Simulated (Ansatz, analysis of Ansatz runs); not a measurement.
# Al-H pair in alpha-quartz: local vibrational mode against experiment, part 2 of 2

How near does this set-up come to the measured local vibrational mode? Subject: Al-H pair in alpha-quartz. Set-up: r2SCAN, 72-site cell, r2SCAN lattice, 500 eV, k: the single point 1/4 1/4 1/4. The model is a cell of 72 host atoms with Al put on another atom's site and H put in between. The frequencies come from force constants among the defect atom and its neighbours, with the masses of the isotopes named. A meta-GGA costs about twice a GGA and mends lattice constants and part of the gap.

Ansatz 0.2.0; r2SCAN, 72-site cell, r2SCAN lattice, 500 eV, k: the single point 1/4 1/4 1/4.

So far: Set-up; Relaxation, charge 0.

## (2) Relaxation, charge 0 (continued)

Level of this step: plane-wave PAW DFT, r2SCAN; relaxation of all atoms of a defect supercell (Ansatz).

Relaxation path:

| step | energy less that of the first step (eV) | largest force component (eV/Å) |
| --- | --- | --- |
| 1 | 0.0000 | 29.8135 |
| 2 | -5.6385 | 14.5632 |
| 3 | -9.1044 | 7.1649 |
| 4 | -10.5564 | 3.0597 |
| 5 | -11.1707 | 1.8518 |
| 6 | -11.4849 | 1.2242 |
| 7 | -11.6919 | 0.7091 |
| 8 | -11.7885 | 0.3226 |
| 9 | -11.8148 | 0.6179 |
| 10 | -11.8357 | 0.1103 |
| 11 | -11.8475 | 0.3336 |
| 12 | -11.8530 | 0.4121 |
| 13 | -11.8622 | 0.1067 |
| 14 | -11.8623 | 0.0891 |
| 15 | -11.8633 | 0.0859 |
| 16 | -11.8640 | 0.0184 |
| 17 | -11.8641 | 0.0057 |

The atoms that moved most (Å, from the sites as typed, ahead of the random displacement, the mean shift of all atoms taken out):

| atom | dx | dy | dz | length |
| --- | --- | --- | --- | --- |
| H73 | -1.127 | 0.020 | 0.883 | 1.432 |
| O4 | -0.224 | -0.216 | 0.027 | 0.312 |
| O15 | 0.233 | -0.123 | -0.144 | 0.300 |
| O63 | 0.206 | 0.040 | -0.087 | 0.228 |
| O52 | 0.165 | -0.043 | 0.091 | 0.193 |
| O16 | 0.041 | -0.010 | 0.167 | 0.172 |
| O5 | -0.106 | 0.078 | 0.040 | 0.138 |
| O31 | 0.083 | 0.097 | -0.049 | 0.137 |

Neighbours of the ideal centre at the end:

| atom | distance (Å) |
| --- | --- |
| O4 | 0.517 |
| H73 | 1.387 |
| Al12 | 1.434 |
| Si1 | 1.941 |
| O15 | 2.403 |
| O9 | 2.462 |
| O16 | 2.518 |
| O27 | 2.721 |
| O5 | 2.749 |

Neighbours of the added atoms: H73: O4 0.98, O63 2.07, Si1 2.24 Å.

This step gave:

* free energy: -42639.5949 eV

The relaxation ends 163 meV an atom lower than the displaced start, with a largest force component of 0.0057 eV/Å.

## (3) Local vibrational modes

A local mode lives on the defect and the atoms next to it, so only the sites listed in the input are displaced, which costs far fewer SCF runs than the whole cell would.

This step: plane-wave PAW DFT, r2SCAN; finite-displacement force constants among the atoms nearest to a defect, the others at rest.

modes/input.yaml reads:

```yaml
crystal:
  lattice:
    - [9.84405413, 0.0, 0.0]
    - [-4.92202706, 8.52520095, 0.0]
    - [0.0, 0.0, 10.83028527]
  atoms:
    - { symbol: Si, position: [0.227308237, -0.010763721, 0.330498326] }
    - { symbol: Si, position: [0.00095432, 0.239966197, 0.162988171] }
[... 1 atom line left out ...]
    - { symbol: O, position: [0.171253331, 0.109538048, 0.394693084] }
    - { symbol: O, position: [0.359356781, 0.081691505, 0.229258227] }
[... 2 atom lines left out ...]
    - { symbol: O, position: [0.07064687, 0.368723817, 0.271708047] }
    - { symbol: O, position: [0.300420899, 0.439069386, 0.433560102] }
[... 2 atom lines left out ...]
    - { symbol: Al, position: [0.275423212, 0.276646504, 0.50823433] }
[... 2 atom lines left out ...]
    - { symbol: O, position: [0.444389252, 0.279340561, 0.545625926] }
    - { symbol: O, position: [0.138082603, 0.205783683, 0.623039689] }
[... 9 atom lines left out ...]
    - { symbol: O, position: [0.068203967, 0.855039513, 0.270275098] }
    - { symbol: O, position: [0.291210126, 0.928353927, 0.440728344] }
[... 16 atom lines left out ...]
    - { symbol: O, position: [0.57154355, 0.369054752, 0.274785425] }
[... 28 atom lines left out ...]
    - { symbol: H, position: [0.057697518, 0.055838642, 0.408406816] }
basis:
  ecutwfc: 500
  xc_grid: 2
hamiltonian:
  xc: r2scan
kpoints:
  mp_grid: { grid: [1, 1, 1], shift: [0.25, 0.25, 0.25] }
scf:
  occupations: { method: fermi_dirac, width: 0.01 }
  max_iter: 120
output: {}
checkpoint:
  read: "../relax.run"
phonons:
  supercell: [1, 1, 1]
  displaced_sites: [0, 3, 11, 62, 72]
```

Launch:

```console
ansatz run input.yaml --threads 2 --pin off --max-ram 3768MiB --backend cpu --events-out ev --progress --plain --runs-dir out
```

Numbers of over 12 decimals in the logs are rounded to 6 here.

What it wrote:

```text
[...]
Warning: basis.xc_grid 2: finite-displacement phonons take 5 at the least, and a number is run as typed, so the frequencies can be off [figures from the program's tests cut]
[...]
Crystal: 73 atoms, lattice volume = 908.905 Å³
Basis set: ecut = 500 eV, 23025 PW (Γ), exchange–correlation on 144×144×160 points (8 copies of the dense FFT grid, shifted against one another)
Bands: 265, of which v1, the nominal top of the filled ones, is band 192 counted from 1 (191 counted from 0)
Symmetry: 1 space group operations
k-points: 1
[...]
Stability of the state it starts from, as read at its close in the unpolarized treatment: not read negative (Ritz values of 1 − χ₀K, real part plus size of imaginary part, from 0.79 to 1.1, by its mixing steps under no symmetry)
[...]
symmetry images taken by strict's conditions (phonons.symmetry_images: auto; settled by no image being taken that strict refuses)
  force constants formed among 5 of 73 sites (Si 0, O 3, Al 11, O 62, H 72); the other 68 at rest. The modes move the named sites alone.
  the frequencies, the zero-point energy and the sums are of the block with the acoustic sum rule laid on its rows. Row sums over every site: 3.7e-2 eV/Å² at the most
  transpose residual: 4.5e-4 eV/Å²
  largest component of a force at the reference: 5.6e-3 eV/Å on a named site, 5.6e-3 eV/Å on a site at rest
  frequencies among the named sites at Γ of the cell (cm⁻¹): 267.96 298.89 328.31 362.47 457.01 542.19 547.69 623.32 633.85 719.45 728.13 826.23 964.75 1191.81 3497.07
  unstable modes among the named sites: 0
  frequencies as built, with no sum rule (cm⁻¹): 267.56 298.56 328.15 362.66 457.00 542.06 547.54 623.06 633.86 719.41 728.01 826.19 964.86 1191.71 3497.51
  zero-point energy: 0.743232 eV/cell   skipped modes (ω ≤ 0): 0
  not written: the harmonic force-constant file, the file of eigenvectors (these modes' are written with the force constants), the density of states and the dispersion, which are of every site
[key lines of the parts left out:]
SCF converged after 2 iterations
Free energy (F): -42639.594854 eV
Fermi energy:    5.829000 eV
```

Wall time 5 min (2 threads of AMD EPYC 9R45, shared host); peak memory 2.2 GiB.

This step gave:

```
free energy : -42639.5949 eV
```

The modes with the largest weight on the probed atoms (the light atom of a pair), for the masses of each isotope. Modes of the displaced atoms (local only where they lie over the host's phonons):

| isotopes | mode (cm⁻¹) | share of the defect atoms |
| --- | --- | --- |
| H | 3497 | 0.941 |
| H | 1192 | 0.881 |
| H | 547.7 | 0.43 |
| D | 2547 | 0.886 |
| D | 920.4 | 0.486 |
| D | 418.5 | 0.702 |

## (4) Summary of results

```yaml
distance_from_the_defect_atom_to_its_nearest_neighbour: 0.980 Å
o_h_stretch_1h: 3497 cm⁻¹
time_of_the_whole_chain: 7.9 min on 2 threads
```

O-H stretch, 1H: computed 3497 cm⁻¹, measured 3378 cm⁻¹ and 3313 cm⁻¹; 119 cm⁻¹ (4 %) above the nearest measurement. The computed value is harmonic, while the measured line is the anharmonic fundamental, which for X–H stretches usually lies a few per cent lower. Only the named neighbours move, so modes near the host's band are approximate.

[Logs are printed without paths, hosts, clocks, repeated set-up lines and the standing remarks that a program may print on its own settings, such as how far it seeks lower states.]

[Hosts, paths, dates, database ids (printed as entryN), source tags and the programs' standing remarks are cut or masked in the printed files.]

[For some hosts the program warned that the k-mesh of the response run may be too coarse for force constants and the static dielectric constant; such warnings are not shown here.]
